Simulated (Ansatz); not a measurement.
# MgGaB4: relaxing a made-up structure

This structure for MgGaB4 is made up. Its elements were placed in a known structure type with a cell scaled to their sizes. What cell does the guess relax to, and how far off was it?

Method: DFT, PBEsol, plane-wave PAW, files of the set soft_1, scalar-relativistic, no spin, cell and ions relaxed at zero pressure; PAW set soft_1, in the first sound run; inputs show where later runs differ, in Ansatz 0.2.0.

## Step 1: Starting point

Symmetry: P6/mmm, No. 191, hexagonal system. The conventional cell has a = 3.016 Å, b = 3.016 Å, c = 6.794 Å, α = 90.00°, β = 90.00°, γ = 120.00°. Nearest to Ga lie 12 B at 2.33 Å. Nearest to Mg lie 12 B at 2.54 Å. B has 3 B at 1.74 Å and 3 Ga at 2.33 Å and 3 Mg at 2.54 Å nearest. Farther neighbours are not listed.

## Step 2: Relaxation of the guess

The guessed cell has no reason to be at equilibrium. It is relaxed with the atoms, within the space group of the guess.

input.yaml

```yaml
crystal:
  lattice:
    - [3.016, 0.0, 0.0]
    - [-1.508, 2.611932618, 0.0]
    - [0.0, 0.0, 6.794]
  atoms:
    - { symbol: Ga, position: [0.0, 0.0, 0.0] }
    - { symbol: Mg, position: [0.0, 0.0, 0.5] }
    - { symbol: B, position: [0.666666667, 0.333333333, 0.7719] }
    - { symbol: B, position: [0.333333333, 0.666666667, 0.2281] }
    - { symbol: B, position: [0.333333333, 0.666666667, 0.7719] }
    - { symbol: B, position: [0.666666667, 0.333333333, 0.2281] }
kpoints:
  mp_grid: { grid: [10, 10, 4] }
scf:
  occupations: { method: fermi_dirac, width: 0.05 }
hamiltonian:
  xc: pbesol
  pseudopotentials: { kind: paw, azcp: { folder: soft_1 }, xc_functional: pbe }
relax:
  f_tol: 0.015
  max_steps: 70
  cell: {}
output:
  forces: true
  stress: true
```

Command:

```console
$ ansatz run input.yaml --threads 4 --pin off --max-ram 10240MiB --backend cpu --events-out ev --progress --plain --runs-dir out
```

Numbers of over 12 decimals in the logs are rounded to 6 here.

Output:

```text
Engine: ansatz 0.2.0, aarch64-unknown-linux-gnu
Pseudopotentials: kind: paw
Pseudopotential: Ga, paw, valence charge 13, recommended cutoff 420 eV (normal), soft_1/Ga.paw.azcp
Pseudopotential: Mg, paw, valence charge 10, recommended cutoff 420 eV (normal), soft_1/Mg.paw.azcp
Pseudopotential: B, paw, valence charge 3, recommended cutoff 420 eV (normal), soft_1/B.paw.azcp
Functional definition: PBEsol
  exchange = pbesol_x
  correlation = pbesol_c
Crystal: 6 atoms, lattice volume = 53.520 Å³
Basis set: ecut = 420 eV, 1043 PW (Γ), exchange–correlation on 48×48×96 points (8 copies of the dense FFT grid, shifted against one another)
Bands: 24, of which v1, the nominal top of the filled ones, is band 18 counted from 1 (17 counted from 0)
Symmetry: 24 space group operations
Space group: P6/mmm (ITA 191), of the structure as read, at distance tolerance 3.8e-5 Å
k-points: 42 of 400
Non-local potential: Ga, projectors of the file, l = 0: 2, l = 1: 2, l = 2: 3, l = 3: 1
Non-local potential: Mg, projectors of the file, l = 0: 3, l = 1: 2, l = 2: 1
Non-local potential: B, projectors of the file, l = 0: 2, l = 1: 2, l = 2: 1
PAW form: soft (Blöchl's): semilocal exchange-correlation on the pseudo side does not see the compensation charge
PAW frozen core: Ga, regenerated for the run's functional, and the local potential with it (the file was generated under x = pbe(κ = 0.804, μ = 0.219515), c = pbe(β = 0.066725))
PAW frozen core: Mg, regenerated for the run's functional, and the local potential with it (the file was generated under x = pbe(κ = 0.804, μ = 0.219515), c = pbe(β = 0.066725))
PAW frozen core: B, regenerated for the run's functional, and the local potential with it (the file was generated under x = pbe(κ = 0.804, μ = 0.219515), c = pbe(β = 0.066725))
PAW one-centre angular grid: Ga, 590 points (default); XC on 64 Gauss nodes
PAW one-centre angular grid: Mg, 110 points (default); XC on 64 Gauss nodes
PAW one-centre angular grid: B, 110 points (default); XC on 64 Gauss nodes
Initial density: superposition of atomic densities (chi_scale 0.1, normalization cell, long waves kept (reshape's long-wave potential 0.34 eV rms))
Initial wavefunctions: pseudopotential atomic-orbital guess
Functional: x = pbesol(κ = 0.804, μ = 0.123457), c = pbesol(β = 0.046)
SCF iter   1: F=—  HF=-6268.150899 eV  |F-HF|=—  |Δ(HF+E_count)|=         —  Δρ=9.14e-2  dr2=8.55e0  ethr=3.10e-3  ⟨swp⟩=6.3  Hψ=4714  notcnv=0  defer=1
preconditioner: auto → Kerker (q_TF=auto, 2.542 Å⁻¹)  [metal: Δε(μ)=0.120 eV  Ē_g=13.181 eV  σ=0.050 eV  W_gap=0.45  n_scr=10 (ndim 8)  ℏωp=26.4 eV  f_vac=0.000  D(μ)=0.60/eV (n_scr^D=2)]
SCF iter   2: F=—  HF=-6266.252472 eV  |F-HF|=—  |Δ(HF+E_count)|=    1.90e0  Δρ=5.62e-2  dr2=2.98e0  ethr=3.10e-3  ⟨swp⟩=2.7  Hψ=2155  notcnv=0  defer=60
SCF iter   3: F=—  HF=-6265.457098 eV  |F-HF|=—  |Δ(HF+E_count)|=   7.95e-1  Δρ=2.33e-2  dr2=2.89e-1  ethr=3.10e-3  ⟨swp⟩=2.8  Hψ=1860  notcnv=0  defer=60
SCF iter   4: F=—  HF=-6265.215246 eV  |F-HF|=—  |Δ(HF+E_count)|=   2.42e-1  Δρ=5.63e-3  dr2=1.20e-2  ethr=8.27e-4  ⟨swp⟩=3.0  Hψ=2146  notcnv=0  defer=56
SCF iter   5: F=—  HF=-6265.214385 eV  |F-HF|=—  |Δ(HF+E_count)|=   8.62e-4  Δρ=2.04e-3  dr2=3.55e-3  ethr=3.42e-5  ⟨swp⟩=2.0  Hψ=1527  notcnv=0  defer=56
SCF iter   6: F=—  HF=-6265.213276 eV  |F-HF|=—  |Δ(HF+E_count)|=   1.11e-3  Δρ=4.26e-4  dr2=1.51e-4  ethr=1.01e-5  ⟨swp⟩=2.0  Hψ=1275  notcnv=0  defer=56
SCF iter   7: F=—  HF=-6265.213248 eV  |F-HF|=—  |Δ(HF+E_count)|=   2.80e-5  Δρ=1.14e-4  dr2=1.32e-5  ethr=4.33e-7  ⟨swp⟩=2.0  Hψ=1477  notcnv=0  defer=56
SCF iter   8: F=—  HF=-6265.213228 eV  |F-HF|=—  |Δ(HF+E_count)|=   1.97e-5  Δρ=3.56e-5  dr2=1.38e-6  ethr=3.78e-8  ⟨swp⟩=2.1  Hψ=1653  notcnv=0  defer=56
SCF iter   9: F=—  HF=-6265.213228 eV  |F-HF|=—  |Δ(HF+E_count)|=   5.07e-7  Δρ=1.17e-5  dr2=1.34e-7  ethr=3.94e-9  ⟨swp⟩=2.0  Hψ=1670  notcnv=0  defer=56
SCF iter  10: F=-6265.213228 eV  HF=-6265.213228 eV  |F-HF|=1.12e-8  |Δ(HF+E_count)|=   1.02e-8  Δρ=3.04e-6  dr2=1.28e-8  ethr=2.86e-10  ⟨swp⟩=4.0  Hψ=3007  notcnv=0
SCF 1 converged in 10 iterations: F = -6265.213228 eV  dr2 = 1.28e-8
  greatest PAW one-centre occupation: 1.000 electrons in one spin orbital (limit 2), on the Mg atom at site 1 (counted from 0), in its partial waves of l = 0
relax step   1: F+E_penalty+E_count = -6265.21322774 eV  Δ(F+E_penalty+E_count) = +0.000e0 eV  max|allowed force component| = 7.379e-1 eV/Å  Δτ_max = 0.0000 Å  P = +8.476 GPa  Ω = 53.520 Å³  (10 SCF iters, dr2 threshold 1.00e-7 eV, accepted)
Crystal: 6 atoms, lattice volume = 54.221 Å³
Basis set: ecut = 420 eV, 1055 PW (Γ), exchange–correlation on 48×48×96 points (8 copies of the dense FFT grid, shifted against one another)
Initial density: handed on by an earlier stage of this run
Initial wavefunctions: those handed on with the density
iter 1 solved again at ethr=6.65e-4 eV; its pass at ethr=3.10e-3 eV (dr2=2.33e-1 eV) is discarded
SCF iter   1: F=—  HF=-6265.431900 eV  |F-HF|=—  |Δ(HF+E_count)|=         —  Δρ=1.30e-2  dr2=2.36e-1  ethr=6.65e-4  ⟨swp⟩=1.1  Hψ=5706  notcnv=0
preconditioner: auto → Kerker (q_TF=auto, 2.536 Å⁻¹)  [metal: Δε(μ)=0.015 eV  Ē_g=14.257 eV  σ=0.050 eV  W_gap=0.07  n_scr=10 (ndim 8)  ℏωp=26.2 eV  f_vac=0.000  D(μ)=1.47/eV (n_scr^D=4)]
SCF iter   2: F=—  HF=-6265.399694 eV  |F-HF|=—  |Δ(HF+E_count)|=   3.22e-2  Δρ=7.70e-3  dr2=1.02e-1  ethr=6.65e-4  ⟨swp⟩=1.7  Hψ=1064  notcnv=0
SCF iter   3: F=—  HF=-6265.377667 eV  |F-HF|=—  |Δ(HF+E_count)|=   2.20e-2  Δρ=1.02e-3  dr2=1.53e-3  ethr=2.90e-4  ⟨swp⟩=2.1  Hψ=1423  notcnv=0
SCF iter   4: F=—  HF=-6265.377434 eV  |F-HF|=—  |Δ(HF+E_count)|=   2.33e-4  Δρ=4.39e-4  dr2=1.97e-4  ethr=4.36e-6  ⟨swp⟩=2.0  Hψ=1412  notcnv=0
SCF iter   5: F=—  HF=-6265.377315 eV  |F-HF|=—  |Δ(HF+E_count)|=   1.18e-4  Δρ=2.06e-4  dr2=2.16e-5  ethr=5.63e-7  ⟨swp⟩=2.0  Hψ=1563  notcnv=0
SCF iter   6: F=—  HF=-6265.377309 eV  |F-HF|=—  |Δ(HF+E_count)|=   6.06e-6  Δρ=7.81e-5  dr2=2.91e-6  ethr=6.17e-8  ⟨swp⟩=2.1  Hψ=1454  notcnv=0
SCF iter   7: F=-6265.377309 eV  HF=-6265.377309 eV  |F-HF|=4.71e-8  |Δ(HF+E_count)|=   4.54e-7  Δρ=1.43e-5  dr2=9.95e-8  ethr=1.71e-9  ⟨swp⟩=4.6  Hψ=3312  notcnv=0
SCF 2 converged in 7 iterations: F = -6265.377309 eV  dr2 = 9.95e-8
relax step   2: F+E_penalty+E_count = -6265.37730878 eV  Δ(F+E_penalty+E_count) = -1.641e-1 eV  max|allowed force component| = 2.672e-1 eV/Å  Δτ_max = 0.0663 Å  P = +4.151 GPa  Ω = 54.221 Å³  energy of the carried Pulay correction = -6.315e-4 eV  (7 SCF iters, dr2 threshold 6.00e-7 eV, accepted)
Crystal: 6 atoms, lattice volume = 55.383 Å³
Basis set: ecut = 420 eV, 1079 PW (Γ), exchange–correlation on 48×48×96 points (8 copies of the dense FFT grid, shifted against one another)
iter 1 solved again at ethr=1.44e-4 eV; its pass at ethr=3.10e-3 eV (dr2=5.04e-2 eV) is discarded
SCF iter   1: F=—  HF=-6265.424381 eV  |F-HF|=—  |Δ(HF+E_count)|=         —  Δρ=7.21e-3  dr2=5.05e-2  ethr=1.44e-4  ⟨swp⟩=1.2  Hψ=5418  notcnv=0
preconditioner: auto → Kerker (q_TF=auto, 2.527 Å⁻¹)  [metal: Δε(μ)=0.021 eV  Ē_g=14.124 eV  σ=0.050 eV  W_gap=0.11  n_scr=10 (ndim 8)  ℏωp=25.9 eV  f_vac=0.000  D(μ)=1.51/eV (n_scr^D=4)]
SCF iter   2: F=—  HF=-6265.415951 eV  |F-HF|=—  |Δ(HF+E_count)|=   8.43e-3  Δρ=4.19e-3  dr2=2.05e-2  ethr=1.44e-4  ⟨swp⟩=1.4  Hψ=1025  notcnv=0
SCF iter   3: F=—  HF=-6265.411209 eV  |F-HF|=—  |Δ(HF+E_count)|=   4.74e-3  Δρ=7.42e-4  dr2=4.24e-4  ethr=5.85e-5  ⟨swp⟩=2.2  Hψ=1536  notcnv=0
SCF iter   4: F=—  HF=-6265.410906 eV  |F-HF|=—  |Δ(HF+E_count)|=   3.03e-4  Δρ=4.13e-4  dr2=2.92e-4  ethr=1.21e-6  ⟨swp⟩=2.2  Hψ=1506  notcnv=0
SCF iter   5: F=—  HF=-6265.410847 eV  |F-HF|=—  |Δ(HF+E_count)|=   5.93e-5  Δρ=1.29e-4  dr2=3.32e-5  ethr=8.33e-7  ⟨swp⟩=1.3  Hψ=1029  notcnv=0
SCF iter   6: F=—  HF=-6265.410839 eV  |F-HF|=—  |Δ(HF+E_count)|=   8.11e-6  Δρ=2.80e-5  dr2=8.37e-7  ethr=9.48e-8  ⟨swp⟩=2.4  Hψ=1329  notcnv=0
SCF iter   7: F=-6265.410838 eV  HF=-6265.410838 eV  |F-HF|=4.96e-8  |Δ(HF+E_count)|=   1.98e-7  Δρ=8.51e-6  dr2=4.31e-8  ethr=1.71e-9  ⟨swp⟩=4.3  Hψ=3347  notcnv=0
SCF 3 converged in 7 iterations: F = -6265.410838 eV  dr2 = 4.31e-8
relax step   3: F+E_penalty+E_count = -6265.41083831 eV  Δ(F+E_penalty+E_count) = -3.353e-2 eV  max|allowed force component| = 8.843e-3 eV/Å  Δτ_max = 0.0366 Å  P = +0.669 GPa  Ω = 55.383 Å³  energy of the carried Pulay correction = -1.660e-3 eV  (7 SCF iters, dr2 threshold 6.00e-7 eV, accepted)
Crystal: 6 atoms, lattice volume = 55.498 Å³
Basis set: ecut = 420 eV, 1103 PW (Γ), exchange–correlation on 48×48×96 points (8 copies of the dense FFT grid, shifted against one another)
iter 1 solved again at ethr=4.79e-6 eV; its pass at ethr=3.10e-3 eV (dr2=1.68e-3 eV) is discarded
SCF iter   1: F=—  HF=-6265.413217 eV  |F-HF|=—  |Δ(HF+E_count)|=         —  Δρ=1.22e-3  dr2=1.73e-3  ethr=4.79e-6  ⟨swp⟩=2.1  Hψ=5064  notcnv=0
preconditioner: auto → Kerker (q_TF=auto, 2.527 Å⁻¹)  [metal: Δε(μ)=0.064 eV  Ē_g=14.086 eV  σ=0.050 eV  W_gap=0.28  n_scr=10 (ndim 8)  ℏωp=25.9 eV  f_vac=0.000  D(μ)=1.46/eV (n_scr^D=4)]
SCF iter   2: F=—  HF=-6265.412918 eV  |F-HF|=—  |Δ(HF+E_count)|=   2.99e-4  Δρ=6.99e-4  dr2=7.14e-4  ethr=4.79e-6  ⟨swp⟩=1.0  Hψ=1008  notcnv=0
SCF iter   3: F=—  HF=-6265.412735 eV  |F-HF|=—  |Δ(HF+E_count)|=   1.82e-4  Δρ=1.20e-4  dr2=2.36e-5  ethr=2.04e-6  ⟨swp⟩=2.0  Hψ=1214  notcnv=0
SCF iter   4: F=—  HF=-6265.412727 eV  |F-HF|=—  |Δ(HF+E_count)|=   8.07e-6  Δρ=9.55e-5  dr2=1.08e-5  ethr=6.75e-8  ⟨swp⟩=2.2  Hψ=1386  notcnv=0
SCF iter   5: F=-6265.412722 eV  HF=-6265.412723 eV  |F-HF|=2.11e-7  |Δ(HF+E_count)|=   4.45e-6  Δρ=2.34e-5  dr2=3.60e-7  ethr=1.71e-9  ⟨swp⟩=3.4  Hψ=4196  notcnv=0
SCF 4 converged in 5 iterations: F = -6265.412722 eV  dr2 = 3.60e-7
relax step   4: F+E_penalty+E_count = -6265.41272244 eV  Δ(F+E_penalty+E_count) = -1.884e-3 eV  max|allowed force component| = 4.911e-3 eV/Å  Δτ_max = 0.0035 Å  P = -0.030 GPa  Ω = 55.498 Å³  energy of the carried Pulay correction = -1.760e-3 eV  (5 SCF iters, dr2 threshold 6.00e-7 eV, accepted)
Crystal: 6 atoms, lattice volume = 55.502 Å³
iter 1 solved again at ethr=2.23e-7 eV; its pass at ethr=3.10e-3 eV (dr2=7.80e-5 eV) is discarded
SCF iter   1: F=—  HF=-6265.412826 eV  |F-HF|=—  |Δ(HF+E_count)|=         —  Δρ=2.22e-4  dr2=7.91e-5  ethr=2.23e-7  ⟨swp⟩=2.4  Hψ=4901  notcnv=0
preconditioner: auto → Kerker (q_TF=auto, 2.526 Å⁻¹)  [metal: Δε(μ)=0.021 eV  Ē_g=14.090 eV  σ=0.050 eV  W_gap=0.10  n_scr=10 (ndim 8)  ℏωp=25.9 eV  f_vac=0.000  D(μ)=1.47/eV (n_scr^D=4)]
SCF iter   2: F=—  HF=-6265.412813 eV  |F-HF|=—  |Δ(HF+E_count)|=   1.39e-5  Δρ=1.31e-4  dr2=3.44e-5  ethr=2.23e-7  ⟨swp⟩=1.0  Hψ=1008  notcnv=0
SCF iter   3: F=—  HF=-6265.412805 eV  |F-HF|=—  |Δ(HF+E_count)|=   7.31e-6  Δρ=2.05e-5  dr2=6.32e-7  ethr=9.82e-8  ⟨swp⟩=2.0  Hψ=1132  notcnv=0
SCF iter   4: F=-6265.412805 eV  HF=-6265.412805 eV  |F-HF|=2.63e-8  |Δ(HF+E_count)|=   1.40e-7  Δρ=5.47e-6  dr2=2.90e-8  ethr=6.19e-10  ⟨swp⟩=4.5  Hψ=3306  notcnv=0
SCF 5 converged in 4 iterations: F = -6265.412805 eV  dr2 = 2.90e-8
relax step   5: F+E_penalty+E_count = -6265.41280510 eV  Δ(F+E_penalty+E_count) = -8.266e-5 eV  max|allowed force component| = 1.001e-3 eV/Å  Δτ_max = 0.0009 Å  P = +0.016 GPa  Ω = 55.502 Å³  energy of the carried Pulay correction = -1.764e-3 eV  (4 SCF iters, dr2 threshold 2.17e-7 eV, accepted)
Initial wavefunctions: pseudopotential atomic-orbital guess (no wavefunctions were taken with the density)
iter 1 solved again at ethr=7.02e-7 eV; its pass at ethr=3.10e-3 eV (dr2=2.46e-4 eV) is discarded
SCF iter   1: F=—  HF=-6265.414895 eV  |F-HF|=—  |Δ(HF+E_count)|=         —  Δρ=4.05e-4  dr2=2.44e-6  ethr=7.02e-7  ⟨swp⟩=2.6  Hψ=6901  notcnv=0
preconditioner: auto → Kerker (q_TF=auto, 2.526 Å⁻¹)  [metal: Δε(μ)=0.019 eV  Ē_g=14.089 eV  σ=0.050 eV  W_gap=0.09  n_scr=10 (ndim 8)  ℏωp=25.9 eV  f_vac=0.000  D(μ)=1.47/eV (n_scr^D=4)]
SCF iter   2: F=—  HF=-6265.414929 eV  |F-HF|=—  |Δ(HF+E_count)|=   3.33e-5  Δρ=2.09e-4  dr2=1.02e-6  ethr=6.98e-9  ⟨swp⟩=2.0  Hψ=1413  notcnv=0
SCF iter   3: F=—  HF=-6265.414940 eV  |F-HF|=—  |Δ(HF+E_count)|=   1.16e-5  Δρ=4.16e-5  dr2=3.14e-8  ethr=2.92e-9  ⟨swp⟩=2.0  Hψ=1218  notcnv=0
SCF iter   4: F=—  HF=-6265.414940 eV  |F-HF|=—  |Δ(HF+E_count)|=   3.80e-7  Δρ=7.50e-6  dr2=7.87e-9  ethr=8.98e-11  ⟨swp⟩=2.0  Hψ=1568  notcnv=0
SCF iter   5: F=—  HF=-6265.414941 eV  |F-HF|=—  |Δ(HF+E_count)|=   1.63e-8  Δρ=1.05e-6  dr2=1.24e-9  ethr=2.25e-11  ⟨swp⟩=2.1  Hψ=1451  notcnv=0
SCF iter   6: F=-6265.414941 eV  HF=-6265.414941 eV  |F-HF|=5.73e-11  |Δ(HF+E_count)|=  6.28e-11  Δρ=1.71e-7  dr2=5.86e-11  ethr=1.00e-12  ⟨swp⟩=3.2  Hψ=4174  notcnv=0
SCF 6 converged in 6 iterations: F = -6265.414941 eV  dr2 = 5.86e-11
relax step   6: F+E_penalty+E_count = -6265.41494051 eV  Δ(F+E_penalty+E_count) = -2.135e-3 eV  max|allowed force component| = 8.430e-4 eV/Å  Δτ_max = 0.0000 Å  P = +0.066 GPa  Ω = 55.502 Å³  stress off target by 7.88e-2 GPa  SCF on the basis re-selected at this cell (its energy is not comparable with the rows above)  (6 SCF iters)
basis re-selected at this cell: Δ(F+E_penalty+E_count) = -2.135e-3 eV, ΔP = +0.050 GPa vs the last step (what re-selecting the basis moved, of the pressure what is left beyond the Pulay correction that the steps carried, after the strain that the cell walked since its last selection, with what the two solves' SCF thresholds leave and, on support functions, any second-order correction that the steps lacked; it is no m [...]
Crystal: 6 atoms, lattice volume = 55.524 Å³
iter 1 solved again at ethr=2.70e-8 eV; its pass at ethr=3.10e-3 eV (dr2=9.44e-6 eV) is discarded
SCF iter   1: F=—  HF=-6265.414932 eV  |F-HF|=—  |Δ(HF+E_count)|=         —  Δρ=7.63e-5  dr2=9.52e-6  ethr=2.70e-8  ⟨swp⟩=1.1  Hψ=4374  notcnv=0
preconditioner: auto → Kerker (q_TF=auto, 2.526 Å⁻¹)  [metal: Δε(μ)=0.019 eV  Ē_g=14.088 eV  σ=0.050 eV  W_gap=0.09  n_scr=10 (ndim 8)  ℏωp=25.9 eV  f_vac=0.000  D(μ)=1.47/eV (n_scr^D=4)]
SCF iter   2: F=—  HF=-6265.414927 eV  |F-HF|=—  |Δ(HF+E_count)|=   4.89e-6  Δρ=4.21e-5  dr2=3.28e-6  ethr=2.70e-8  ⟨swp⟩=1.0  Hψ=1008  notcnv=0
SCF iter   3: F=—  HF=-6265.414926 eV  |F-HF|=—  |Δ(HF+E_count)|=   7.52e-7  Δρ=1.19e-5  dr2=1.10e-7  ethr=9.37e-9  ⟨swp⟩=2.2  Hψ=1306  notcnv=0
SCF iter   4: F=—  HF=-6265.414926 eV  |F-HF|=—  |Δ(HF+E_count)|=   4.10e-8  Δρ=3.96e-6  dr2=1.76e-8  ethr=4.44e-11  ⟨swp⟩=4.6  Hψ=3304  notcnv=0
SCF iter   5: F=-6265.414926 eV  HF=-6265.414926 eV  |F-HF|=2.21e-9  |Δ(HF+E_count)|=   4.57e-9  Δρ=9.55e-7  dr2=2.27e-9  ethr=4.44e-11  ⟨swp⟩=4.0  Hψ=3019  notcnv=0
SCF 7 converged in 5 iterations: F = -6265.414926 eV  dr2 = 2.27e-9
relax step   7: F+E_penalty+E_count = -6265.41492608 eV  Δ(F+E_penalty+E_count) = +1.443e-5 eV  max|allowed force component| = 3.179e-5 eV/Å  Δτ_max = 0.0001 Å  P = +0.000 GPa  Ω = 55.524 Å³  energy of the carried Pulay correction = -1.923e-5 eV  (5 SCF iters, dr2 threshold 1.55e-8 eV, accepted)
iter 1 solved again at ethr=5.37e-7 eV; its pass at ethr=3.10e-3 eV (dr2=1.88e-4 eV) is discarded
SCF iter   1: F=—  HF=-6265.414947 eV  |F-HF|=—  |Δ(HF+E_count)|=         —  Δρ=1.77e-6  dr2=4.49e-9  ethr=5.37e-7  ⟨swp⟩=2.6  Hψ=6916  notcnv=0
eigensolver tolerance schedule: the retry pair's looser diagonalisation over-reported the residual by 41803.78 of it (diagonalisation noise at an unbounded share of the residual, at the tolerance the schedule requests for it); recorded, not acted on — ethr = c·dr2/N_el stays at c = 1.0e-1
preconditioner: auto → Kerker (q_TF=auto, 2.526 Å⁻¹)  [metal: Δε(μ)=0.019 eV  Ē_g=14.087 eV  σ=0.050 eV  W_gap=0.10  n_scr=10 (ndim 8)  ℏωp=25.9 eV  f_vac=0.000  D(μ)=1.47/eV (n_scr^D=4)]
SCF iter   2: F=—  HF=-6265.414943 eV  |F-HF|=—  |Δ(HF+E_count)|=   3.76e-6  Δρ=8.89e-7  dr2=9.27e-10  ethr=1.28e-11  ⟨swp⟩=3.8  Hψ=2569  notcnv=0
SCF iter   3: F=—  HF=-6265.414943 eV  |F-HF|=—  |Δ(HF+E_count)|=  1.09e-10  Δρ=3.45e-7  dr2=2.70e-10  ethr=2.65e-12  ⟨swp⟩=2.0  Hψ=1214  notcnv=0
SCF iter   4: F=—  HF=-6265.414943 eV  |F-HF|=—  |Δ(HF+E_count)|=  4.55e-11  Δρ=1.85e-7  dr2=6.50e-11  ethr=1.00e-12  ⟨swp⟩=1.1  Hψ=1025  notcnv=0
SCF iter   5: F=-6265.414943 eV  HF=-6265.414943 eV  |F-HF|=1.27e-11  |Δ(HF+E_count)|=  1.09e-11  Δρ=1.48e-7  dr2=1.29e-11  ethr=1.00e-12  ⟨swp⟩=4.0  Hψ=3069  notcnv=0
SCF 8 converged in 5 iterations: F = -6265.414943 eV  dr2 = 1.29e-11
relax step   8: F+E_penalty+E_count = -6265.41494312 eV  Δ(F+E_penalty+E_count) = -1.704e-5 eV  max|allowed force component| = 5.648e-5 eV/Å  Δτ_max = 0.0000 Å  P = +0.000 GPa  Ω = 55.524 Å³  stress off target by 5.10e-4 GPa  SCF on the basis re-selected at this cell (its energy is not comparable with the rows above)  (5 SCF iters)
basis re-selected at this cell: Δ(F+E_penalty+E_count) = -1.704e-5 eV, ΔP = +0.000 GPa vs the last step (what re-selecting the basis moved, of the pressure what is left beyond the Pulay correction that the steps carried, after the strain that the cell walked since its last selection, with what the two solves' SCF thresholds leave and, on support functions, any second-order correction that the steps lacked; it is no m [...]
SCF converged after 5 iterations
Free energy (F): -6265.414943 eV
Harris-Foulkes:  -6265.414943 eV  (|F-HF|=1.27e-11)
Internal energy: -6265.402932 eV  (E = F + TS)
E sigma→0 (E₀):  -6265.408938 eV
Entropy (-TS):   -0.012011 eV (-2.002 meV/atom)
Fermi energy:    11.083080 eV
--- Per-component energies (eV) ---
  E_band       = -261.893610
  E_kinetic    = 381.527783
  E_local      = -2902.962105  (includes V_loc(G=0)·N_el)
  E_nonlocal   = 136.408018
  E_hartree    = 1415.865228
  E_xc         = -221.372717
  E_vxc        = -246.699710  (∫ρ·V_xc dr)
  E_paw        = -2543.407151  (= ΣΔE_a)
  E_vpaw       = -461.897731  (= ΣTr[D̂ρ^β])
  E_aug_tail   = -0.000410  (compensation charges beyond the density's cutoff)
  E_ewald      = -2532.442263
  E_core_change = 0.980685  (= ΣΔE_core)
  E_smearing   = -0.012011  (= −TS)
  E_closure    = -0.000000  (closes the sum)
  Σ components = -6265.414943   (vs F -6265.414943, Δ=0.00e0)
--- Forces (eV/Å), atoms counted from 1 ---
  atom   1  Ga    -0.00000000     0.00000000     0.00000000
  atom   2  Mg     0.00000000     0.00000000     0.00000000
  atom   3  B     -0.00000000    -0.00000000    -0.00005648
  atom   4  B      0.00000000     0.00000000     0.00005648
  atom   5  B     -0.00000000     0.00000000    -0.00005648
  atom   6  B     -0.00000000    -0.00000000     0.00005648
  max |Σ_I F_I| component: 4.16e-17 eV/Å
--- Stress (GPa, compression-positive) ---
       -0.000006       0.000000       0.000000
        0.000000      -0.000006       0.000000
        0.000000       0.000000       0.000510
  P = ⅓ Tr σ = 0.0002 GPa (0.002 kbar)
--- Relaxed structure (6 steps of the walk, 6 accepted, 2 SCFs on fresh bases) ---
  F+E_penalty+E_count = -6265.41494312 eV   max|allowed force component| = 5.648e-5 eV/Å   (the final SCF, on the basis selected at the relaxed cell)
  cell:  # Å, volume = 55.5237 Å³
    - [3.063687, 0, 0.0]
    - [-1.531843, 2.653230, 0.0]
    - [0.0, 0.0, 6.830608]
  atoms:
    - { symbol: Ga, position: [0, 0, 0.0] }
    - { symbol: Mg, position: [0, 0, 0.5] }
    - { symbol: B, position: [0.666667, 0.333333, 0.756382] }
    - { symbol: B, position: [0.333333, 0.666667, 0.243618] }
    - { symbol: B, position: [0.333333, 0.666667, 0.756382] }
    - { symbol: B, position: [0.666667, 0.333333, 0.243618] }
```

Run time: 7.8 s. Hardware: 4 threads of Arm Neoverse V1, shared host; peak memory 0.39 GiB.

(Part 1 of 2 ends here.)

[Logs are printed without paths, hosts, clocks, repeated set-up lines and the standing remarks that a program may print on its own settings, such as how far it seeks lower states.]

[Hosts, paths, dates, database ids (printed as entryN), source tags and the programs' standing remarks are cut or masked in the printed files.]
